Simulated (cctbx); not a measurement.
# A crystallographic session in cctbx: PrTlSi

Library: cctbx 2025.11. The data are simulated by the first script.

## 1. Simulate the data

run.py:

```python
from cctbx import adptbx, crystal, miller, sgtbx, xray
from cctbx.array_family import flex
from iotbx.shelx import hklf
from scitbx import matrix
import scitbx.random

cs = crystal.symmetry(unit_cell=(8.079, 4.61, 8.859, 90, 90, 90), space_group_symbol='Hall: -P 2ac 2n')  # Pnma
atoms = [  # label, site, U (iso, or U11 U22 U33 U12 U13 U23 in A^2), occupancy
    ("Tl1", (0.8589, 0.75, 0.9334), (0.0104, 0.0081, 0.0151, 0.0000, -0.0029, 0.0000), 1),
    ("Pr1", (0.9858, 0.75, 0.3175), (0.0146, 0.0122, 0.0201, 0.0000, 0.0045, 0.0000), 1),
    ("Si1", (0.7205, 0.75, 0.6138), (0.0356, 0.0296, 0.0333, 0.0000, 0.0035, 0.0000), 1),
]
xs = xray.structure(crystal_symmetry=cs)
for label, site, u, occ in atoms:
    u = adptbx.u_cif_as_u_star(cs.unit_cell(), u) if isinstance(u, tuple) else u
    xs.add_scatterer(xray.scatterer(label, site=site, u=u, occupancy=occ))
xs.set_inelastic_form_factors(0.71073, "sasaki")
xs.show_summary()
p1 = xs.expand_to_p1()
ms = miller.build_set(p1, anomalous_flag=True, d_min=0.6)
flex.set_random_seed(921761)
scitbx.random.set_random_seed(921761)
ms = ms.select(flex.random_double(ms.size()) < 0.5)
i = ms.structure_factors_from_scatterers(p1, algorithm="direct").f_calc().as_intensity_array().data()
i = i * 40000 / flex.max(i)
sig = flex.sqrt(i + flex.pow2(0.03 * i) + 15 ** 2)
noise = scitbx.random.variate(scitbx.random.normal_distribution())(i.size())
data = ms.array(data=i + sig * noise, sigmas=sig).set_observation_type_xray_intensity()
with open("data.hkl", "w") as f:
    data.export_as_shelx_hklf(f)
print("reflections written:", data.size(), " <I/sigma> = %.1f" % flex.mean(data.data() / data.sigmas()))
for h, a, b in list(data.sort("data"))[:12]:
    print("%4d%4d%4d %9.1f %7.1f" % (h + (a, b)))
```

```console
$ python run.py
```

```text
Number of scatterers: 3
At special positions: 3
Unit cell: (8.079, 4.61, 8.859, 90, 90, 90)
Space group: P n m a (No. 62)
reflections written: 3272  <I/sigma> = 13.6
   0   2   0   38941.0  1216.6
   0  -1   3   20414.5   603.1
   3  -1  -4   19803.3   605.9
   0   1  -3   19573.2   603.1
   3   1  -4   19179.7   605.9
  -3  -1   4   19127.7   605.9
   0   1   3   18777.2   603.1
   3   0   1   16045.4   510.3
  -2   1   0   15243.2   475.1
   1   1  -2   15180.4   444.6
  -1   1   2   14004.4   444.6
  -1   1  -2   13634.7   444.6
```

It took 0.34 s on 1 thread of Arm Neoverse N1 (shared host), peak memory 0.07 GiB.

## 2. Symmetry

run.py:

```python
from cctbx import crystal, sgtbx, statistics
from cctbx.array_family import flex
from iotbx.shelx import hklf

p1 = crystal.symmetry(unit_cell=(8.079, 4.61, 8.859, 90, 90, 90), space_group_symbol="P 1")
raw = hklf.reader(file_name="data.hkl").as_miller_arrays(crystal_symmetry=p1, anomalous=True)[0]
print(raw.size(), "reflections to d = %.3f A" % raw.d_min())
isig = raw.data() / raw.sigmas()
print("centring   violations  <I/sigma> of those")
best = "P"
for c in "ABCIRF":
    a = raw.customized_copy(space_group_info=sgtbx.space_group_info("Hall: %s 1" % c)).sys_absent_flags().data()
    m = flex.mean(isig.select(a))
    print("%5s %10d of %5d %8.1f" % (c, (isig.select(a) > 4).count(True), a.count(True), m))
    if (isig.select(a) > 4).count(True) < 0.01 * a.count(True):
        best = c
raw = raw.select(~raw.customized_copy(space_group_info=sgtbx.space_group_info("Hall: %s 1" % best)).sys_absent_flags().data())
isig = raw.data() / raw.sigmas()
rows = []
for s in sgtbx.space_group_symbol_iterator():
    g = sgtbx.space_group(s)
    if g.conventional_centring_type_symbol() != best or not g.is_compatible_unit_cell(p1.unit_cell(), 1e-3, 0.02):
        continue
    rows.append((s, g))
print("Laue class    unique    Rint  (classes that these axes allow; Friedel mates merged)")
rint = {}
for s, g in rows:
    laue = g.build_derived_patterson_group()
    key = laue.type().hall_symbol()
    if key not in rint:
        m = raw.customized_copy(space_group_info=laue.info(), anomalous_flag=False).merge_equivalents()
        rint[key] = m.r_int()
        print("%-14s %6d %7.3f" % (laue.type().lookup_symbol(), m.array().size(), m.r_int()))
floor = min(rint.values())
good = [(s, g) for s, g in rows if rint[g.build_derived_patterson_group().type().hall_symbol()] < 2 * floor + 0.03]
top = max(g.build_derived_patterson_group().order_z() for s, g in good)
print("space group    extra absences  I>4sigma  <I/sigma>")
for s, g in good:
    laue = g.build_derived_patterson_group()
    if laue.order_z() != top:
        continue
    a = raw.customized_copy(space_group_info=g.info()).sys_absent_flags().data()
    a &= ~raw.customized_copy(space_group_info=laue.info()).sys_absent_flags().data()
    bad = (isig.select(a) > 4).count(True)
    if bad <= 0.03 * a.count(True):
        print("%-16s %8d %10d %9s  %s" % (s.universal_hermann_mauguin(), a.count(True), bad, "%.1f" % flex.mean(isig.select(a)) if a.count(True) else "-", "centric" if g.is_centric() else "acentric"))
laue = max(good, key=lambda t: t[1].build_derived_patterson_group().order_z())[1].build_derived_patterson_group()
f = raw.customized_copy(space_group_info=laue.info(), anomalous_flag=False).merge_equivalents().array().eliminate_sys_absent().f_sq_as_f()
f.set_observation_type_xray_amplitude()
bins = max(3, min(8, f.size() // 12))
f.setup_binner(n_bins=bins)
w = statistics.wilson_plot(f, {e: n / laue.order_z() for e, n in {'Tl': 4.0, 'Pr': 4.0, 'Si': 4.0}.items()}, e_statistics=True)
print("Wilson B = %.2f A^2   <|E^2-1|> = %.3f (0.968 centric, 0.736 acentric)   E^2>4: %.1f %%" % (w.wilson_b, w.mean_e_sq_minus_1, w.percent_e_sq_gt_2))
print("shell (A)         n   <I/sigma>")
m = raw.customized_copy(space_group_info=laue.info(), anomalous_flag=False).merge_equivalents().array().eliminate_sys_absent()
for b in m.setup_binner(n_bins=bins).range_used():
    sel = m.binner().selection(b)
    print("%5.2f - %4.2f %6d %8.1f" % (min(m.binner().bin_d_range(b)[0] if m.binner().bin_d_range(b)[0] > 0 else 99, 99), m.binner().bin_d_range(b)[1], sel.count(True), flex.mean((m.data() / m.sigmas()).select(sel))))
```

```console
$ python run.py
```

```text
3272 reflections to d = 0.600 A
centring   violations  <I/sigma> of those
    A       1176 of  1633     13.3
    B       1160 of  1600     13.6
    C       1216 of  1655     14.0
    I       1209 of  1663     13.0
    R       1600 of  2190     13.5
    F       1776 of  2444     13.6
Laue class    unique    Rint  (classes that these axes allow; Friedel mates merged)
P -1             2425   0.025
P 1 2/m 1        1601   0.029
P 1 1 2/m        1553   0.029
P 2/m 1 1        1569   0.029
P m m m           948   0.032
space group    extra absences  I>4sigma  <I/sigma>
P 2 2 2                 0          0         -  acentric
P 2 2 21                7          0       0.4  acentric
P 21 2 2                8          0       0.1  acentric
P 2 21 2                3          0       0.1  acentric
P 21 21 2              11          0       0.1  acentric
P 2 21 21              10          0       0.3  acentric
P 21 2 21              15          0       0.3  acentric
P 21 21 21             18          0       0.2  acentric
P m m 2                 0          0         -  acentric
P 2 m m                 0          0         -  acentric
P m 2 m                 0          0         -  acentric
P 21 m a               91          0       0.1  acentric
P m 2 a                91          0       0.1  acentric
P n m 21              101          0      -0.1  acentric
P n 21 m              101          0      -0.1  acentric
P n 21 a              192          0       0.0  acentric
P m m m                 0          0         -  centric
P m m a                91          0       0.1  centric
P n m m :1            101          0      -0.1  centric
P n m m :2            101          0      -0.1  centric
P n m a               192          0       0.0  centric
Wilson B = 0.99 A^2   <|E^2-1|> = 0.844 (0.968 centric, 0.736 acentric)   E^2>4: 1.4 %
shell (A)         n   <I/sigma>
 8.86 - 1.20    140     28.1
 1.20 - 0.95    121     28.0
 0.95 - 0.83    120     23.6
 0.83 - 0.76    110     22.7
 0.76 - 0.70    118     20.6
 0.70 - 0.66    109     20.7
 0.66 - 0.63    112     18.7
 0.63 - 0.60    118     15.9
```

Time: 0.51 s.

## 3. Charge flipping

run.py:

```python
import itertools
from cctbx import crystal, maptbx
from cctbx.array_family import flex
from iotbx.shelx import hklf
from smtbx.ab_initio import charge_flipping as cf

cs = crystal.symmetry(unit_cell=(8.079, 4.61, 8.859, 90, 90, 90), space_group_symbol='Hall: -P 2ac 2n')  # Pnma
raw = hklf.reader(file_name="data.hkl").as_miller_arrays(crystal_symmetry=cs, anomalous=True)[0]
merged = raw.eliminate_sys_absent().merge_equivalents()
fo2 = merged.array().set_observation_type_xray_intensity()
f = fo2.average_bijvoet_mates().f_sq_as_f().resolution_filter(d_min=0.8)
p1 = f.expand_to_p1()
work = p1
flex.set_random_seed(43454)
it = cf.weak_reflection_improved_iterator(delta=None, weak_reflection_fraction=0.2)
it.start(work, phases=flex.random_double(p1.size()) * 6.2832, f_000=0)
it.delta = 1 * it.rho_map.sigma()
print("cycle      R  skewness")
for n, st in enumerate(itertools.islice(it, 100)):
    if n % 8 == 0:
        print("%5d %6.3f %8.2f" % (n, st.r1_factor(), st.rho_map.skewness()))
rho = p1.phase_transfer(it.f_calc).fft_map().apply_volume_scaling()
polish = cf.low_density_elimination_iterator(constant_rho_c=rho.sigma())
polish.start(f_obs=p1, phases=it.f_calc, f_000=0)
for _ in range(8):
    next(polish)
print("origin shift          correlation  skewness")
maps = []
for fc, shift, cc in itertools.islice(cf.f_calc_symmetrisations(f, polish.f_calc, 0), 4):
    m = f.phase_transfer(fc).fft_map(symmetry_flags=maptbx.use_space_group_symmetry, resolution_factor=0.25).apply_sigma_scaling()
    maps.append((m.skewness(), cc, m))
    print("%6.3f %6.3f %6.3f %10.3f %9.2f" % (tuple(shift) + (cc, m.skewness())))
skew, cc, m = max((t for t in maps if t[1] > maps[0][1] - 0.04), key=lambda t: t[0])
print("taken: symmetry correlation %.3f, skewness %.2f" % (cc, skew))
peaks = m.peak_search(parameters=maptbx.peak_search_parameters(min_distance_sym_equiv=0.9, max_clusters=8)).all()
sps = cs.special_position_settings(min_distance_sym_equiv=0.5)
print("peak      x       y       z  mult  height/sigma")
for k, (x, h) in enumerate(zip(peaks.sites(), peaks.heights())):
    ss = sps.site_symmetry(x)
    print("Q%-3d %7.4f %7.4f %7.4f %4d %8.1f" % ((k + 1,) + tuple(t % 1 for t in ss.exact_site()) + (ss.multiplicity(), h)))
```

```console
$ python run.py
```

```text
cycle      R  skewness
    0  0.572     0.27
    8  0.457     2.44
   16  0.383     5.08
   24  0.322     5.48
   32  0.280     5.53
   40  0.276     5.29
   48  0.286     5.47
   56  0.281     5.44
   64  0.277     5.30
   72  0.275     5.40
   80  0.287     5.31
   88  0.279     5.16
   96  0.277     5.28
origin shift          correlation  skewness
 0.214  0.379  0.479      0.829      3.61
 0.355  0.384 -0.017      0.825      2.79
 0.009  0.357 -0.018      0.801      1.64
 0.216  0.368  0.224      0.785      3.94
taken: symmetry correlation 0.829, skewness 3.61
peak      x       y       z  mult  height/sigma
Q1    0.1354  0.7500  0.8271    4     13.2
Q2    0.9950  0.2500  0.5649    4     10.6
Q3    0.2164  0.7500  0.0677    4      6.4
Q4    0.1480  0.7500  0.2912    4      6.2
Q5    0.0336  0.7500  0.9349    4      3.0
Q6    0.1490  0.2500  0.1855    4      2.2
Q7    0.2255  0.2500  0.6634    4      2.2
Q8    0.2258  0.2500  0.4100    4      2.1
```

Time: 0.46 s.

## 4. Refinement (model from the peaks)

run.py:

```python
import math
from cctbx import adptbx, crystal, maptbx, sgtbx, xray
from cctbx.array_family import flex
from cctbx.xray import observations
from iotbx.shelx import hklf
from scitbx.lstbx import normal_eqns_solving
from smtbx import absolute_structure, utils
from smtbx.refinement import constraints, least_squares

cs = crystal.symmetry(unit_cell=(8.079, 4.61, 8.859, 90, 90, 90), space_group_symbol='Hall: -P 2ac 2n')  # Pnma
atoms = [  # label, site, U (iso, or U11 U22 U33 U12 U13 U23 in A^2), occupancy
    ("Pr1", (0.1354, 0.75, 0.8271), 0.0200, 1),
    ("Tl1", (0.995, 0.25, 0.5649), 0.0200, 1),
    ("Si1", (0.2164, 0.75, 0.0677), 0.0200, 1),
]
xs = xray.structure(crystal_symmetry=cs)
for label, site, u, occ in atoms:
    u = adptbx.u_cif_as_u_star(cs.unit_cell(), u) if isinstance(u, tuple) else u
    xs.add_scatterer(xray.scatterer(label, site=site, u=u, occupancy=occ))
xs.set_inelastic_form_factors(0.71073, "sasaki")
raw = hklf.reader(file_name="data.hkl").as_miller_arrays(crystal_symmetry=cs, anomalous=True)[0]
merged = raw.eliminate_sys_absent().merge_equivalents()
fo2 = merged.array().set_observation_type_xray_intensity()
print("Rint %.3f, %d unique reflections to %.2f A" % (merged.r_int(), fo2.size(), fo2.d_min()))
for sc in xs.scatterers():
    sc.flags.set_grad_site(True)
    sc.flags.set_grad_u_aniso(sc.flags.use_u_aniso())
    sc.flags.set_grad_u_iso(sc.flags.use_u_iso())
obs = fo2.as_xray_observations()
extra = {}
rep = constraints.reparametrisation(xs, [], utils.connectivity_table(xs), **extra)
ls = least_squares.crystallographic_ls(obs, rep, weighting_scheme=least_squares.mainstream_shelx_weighting(a=0, b=0))
print("cycle     R1     wR2    GooF  max shift (A)")
for cycle in range(6):
    ls.build_up()
    r1, wr2, goof = ls.r1_factor(cutoff_factor=2)[0], ls.wR2(), ls.goof()
    old = xs.sites_cart()
    normal_eqns_solving.levenberg_marquardt_iterations(ls, n_max_iterations=3, tau=0.0001, step_threshold=1e-7)
    big = flex.max((xs.sites_cart() - old).norms())
    print("%4d %7.4f %7.4f %7.3f %9.5f" % (cycle + 1, r1, wr2, goof, big))
    ls.build_up(objective_only=True)
    if abs(ls.wR2() - wr2) < 5e-5 and big < 5e-4:
        break
ls.build_up()
print("final R1 %.4f wR2 %.4f GooF %.3f  parameters %d  data/parameter %.1f" % (ls.r1_factor(cutoff_factor=2)[0], ls.wR2(), ls.goof(), ls.n_parameters, fo2.size() / ls.n_parameters))
cov = ls.covariance_matrix_and_annotations()
su = dict(zip(cov.annotations, (math.sqrt(max(v, 0)) for v in cov.matrix.matrix_packed_u_diagonal())))
a2 = cs.unit_cell().reciprocal_parameters()[0] ** -2
print("atom        x        y        z      Ueq    occ   su(xyz)  su(Uiso or U11)")
for sc in xs.scatterers():
    s = max(su.get(sc.label + k, 0) for k in (".x", ".y", ".z"))
    npd = "" if sc.is_positive_definite_u(cs.unit_cell()) else "  NPD"
    print("%-5s %8.5f %8.5f %8.5f %8.4f %6.3f %8.5f %7.4f%s" % ((sc.label,) + sc.site + (sc.u_iso_or_equiv(cs.unit_cell()), sc.occupancy, s, su.get(sc.label + ".uiso", su.get(sc.label + ".u11", 0) * a2), npd)))
fo = fo2.f_sq_as_f()
fc = fo.structure_factors_from_scatterers(xs, algorithm="direct").f_calc()
diff = fo.f_obs_minus_f_calc(1 / math.sqrt(ls.scale_factor()), fc).average_bijvoet_mates()
m = diff.fft_map(symmetry_flags=maptbx.use_space_group_symmetry, resolution_factor=0.25).apply_volume_scaling()
print("difference map: max %.2f min %.2f rms %.2f" % (m.statistics().max(), m.statistics().min(), m.statistics().sigma()))
peaks = m.peak_search(parameters=maptbx.peak_search_parameters(min_distance_sym_equiv=0.6, max_clusters=5)).all()
near = xs.closest_distances(peaks.sites(), distance_cutoff=4)
sps = cs.special_position_settings(min_distance_sym_equiv=0.5)
for k, (x, h) in enumerate(zip(peaks.sites(), peaks.heights())):
    ss = sps.site_symmetry(x)
    print("Q%-3d %7.4f %7.4f %7.4f %4d %7.2f  %.2f A from %s" % ((k + 1,) + tuple(t % 1 for t in ss.exact_site()) + (ss.multiplicity(), h, near.smallest_distances[k], xs.scatterers()[near.i_seqs[k]].label)))
```

```console
$ python run.py
```

```text
Rint 0.032, 859 unique reflections to 0.60 A
cycle     R1     wR2    GooF  max shift (A)
   1  0.5882  0.8747  27.008   0.11436
   2  0.4364  0.7427  22.932   0.14938
   3  0.4794  0.7805  24.099   0.56744
   4  0.4568  0.7547  23.301   0.02393
   5  0.4612  0.7572  23.379   0.03865
   6  0.4584  0.7545  23.297   0.00062
final R1 0.4583 wR2 0.7544 GooF 23.295  parameters 9  data/parameter 95.4
atom        x        y        z      Ueq    occ   su(xyz)  su(Uiso or U11)
Pr1    0.14425  0.75000  0.81391   0.0001  1.000  0.00128  0.0015
Tl1    0.97914  0.25000  0.56437   0.0039  1.000  0.00098  0.0014
Si1    0.29820  0.75000  0.06644   0.0001  1.000  0.00580  0.0063
difference map: max 300.02 min -124.95 rms 19.07
Q1    0.1455  0.7500  0.8187    4  301.40  0.04 A from Pr1
Q2    0.0123  0.7500  0.4284    4  259.20  0.09 A from Tl1
Q3    0.2050  0.7500  0.0678    4  243.72  0.75 A from Si1
Q4    0.1279  0.7500  0.3240    4  139.88  1.31 A from Tl1
Q5    0.1624  0.2500  0.4418    4  121.44  1.15 A from Si1
```

Time: 0.64 s.

Figures of merit this high mean that the model is still wrong or incomplete.

## 5. Charge flipping

run.py, as its changes from the last script of this kind:

```diff
@@ -13,2 +13,3 @@
-work = p1
-flex.set_random_seed(43454)
+p1.setup_binner_counting_sorted(reflections_per_bin=max(40, p1.size() // 12))
+work = p1.array(data=p1.data() / p1.amplitude_quasi_normalisations().data())
+flex.set_random_seed(43455)
@@ -19,2 +20,2 @@
-for n, st in enumerate(itertools.islice(it, 100)):
-    if n % 8 == 0:
+for n, st in enumerate(itertools.islice(it, 200)):
+    if n % 16 == 0:
```

```console
$ python run.py
```

```text
cycle      R  skewness
    0  0.582     0.27
   16  0.422     1.36
   32  0.424     1.52
   48  0.427     1.72
   64  0.445     2.01
   80  0.446     2.25
   96  0.446     3.88
  112  0.433     4.00
  128  0.449     4.14
  144  0.462     4.04
  160  0.439     4.00
  176  0.448     4.03
  192  0.447     4.05
origin shift          correlation  skewness
 0.146  0.101  0.221      0.812      1.62
-0.011  0.098  0.220      0.803      1.55
 0.146  0.113  0.098      0.793      0.87
-0.013  0.094  0.092      0.785      1.79
taken: symmetry correlation 0.785, skewness 1.79
peak      x       y       z  mult  height/sigma
Q1    0.1690  0.7500  0.6795    4      8.7
Q2    0.1423  0.7500  0.4469    4      8.7
Q3    0.0024  0.2500  0.9223    4      6.5
Q4    0.0386  0.7500  0.2844    4      5.0
Q5    0.2293  0.2500  0.3357    4      4.7
Q6    0.1902  0.7500  0.1748    4      3.3
Q7    0.9939  0.1302  0.8314    8      2.9
Q8    0.1416  0.1227  0.2266    8      2.7
```

Time: 0.52 s.

## 6. Refinement (model from the peaks)

run.py, as its changes from the last script of this kind:

```diff
@@ -12,3 +12,3 @@
-    ("Pr1", (0.1354, 0.75, 0.8271), 0.0200, 1),
-    ("Tl1", (0.995, 0.25, 0.5649), 0.0200, 1),
-    ("Si1", (0.2164, 0.75, 0.0677), 0.0200, 1),
+    ("Pr1", (0.169, 0.75, 0.6795), 0.0200, 1),
+    ("Tl1", (0.1423, 0.75, 0.4469), 0.0200, 1),
+    ("Si1", (0.0386, 0.75, 0.2844), 0.0200, 1),
```

```console
$ python run.py
```

```text
Rint 0.032, 859 unique reflections to 0.60 A
cycle     R1     wR2    GooF  max shift (A)
   1  0.6908  0.9308  28.741   0.43779
   2  0.6143  0.8755  27.033   0.26129
   3  0.5956  0.8620  26.615   0.31310
   4  0.6163  0.8734  26.967   0.27977
   5  0.6353  0.8937  27.595   0.66772
   6  0.5933  0.8633  26.655   0.47286
final R1 0.5421 wR2 0.8196 GooF 25.308  parameters 9  data/parameter 95.4
atom        x        y        z      Ueq    occ   su(xyz)  su(Uiso or U11)
Pr1    0.15434  0.75000  0.71874   0.0491  1.000  0.00457  0.0102
Tl1    0.14009  0.75000  0.43642   0.0001  1.000  0.00104  0.0015
Si1    0.02432  0.75000  0.31562   0.0001  1.000  0.00798  0.0082
difference map: max 437.89 min -133.68 rms 23.93
Q1    0.1401  0.7500  0.4353    4  454.48  0.01 A from Tl1
Q2    0.0148  0.7500  0.8171    4  340.86  1.43 A from Pr1
Q3    0.2047  0.7500  0.6829    4  186.82  0.52 A from Pr1
Q4    0.9986  0.2500  0.6879    4  172.76  0.19 A from Si1
Q5    0.0180  0.7500  0.0440    4  140.58  2.41 A from Si1
```

Run time: 0.65 s on 1 thread of Arm Neoverse N1, on a shared host, peak memory 0.09 GiB.

Figures of merit this high mean that the model is still wrong or incomplete.

[Logs are printed without paths, hosts, clocks, repeated set-up lines and the standing remarks that a program may print on its own settings, such as how far it seeks lower states.]
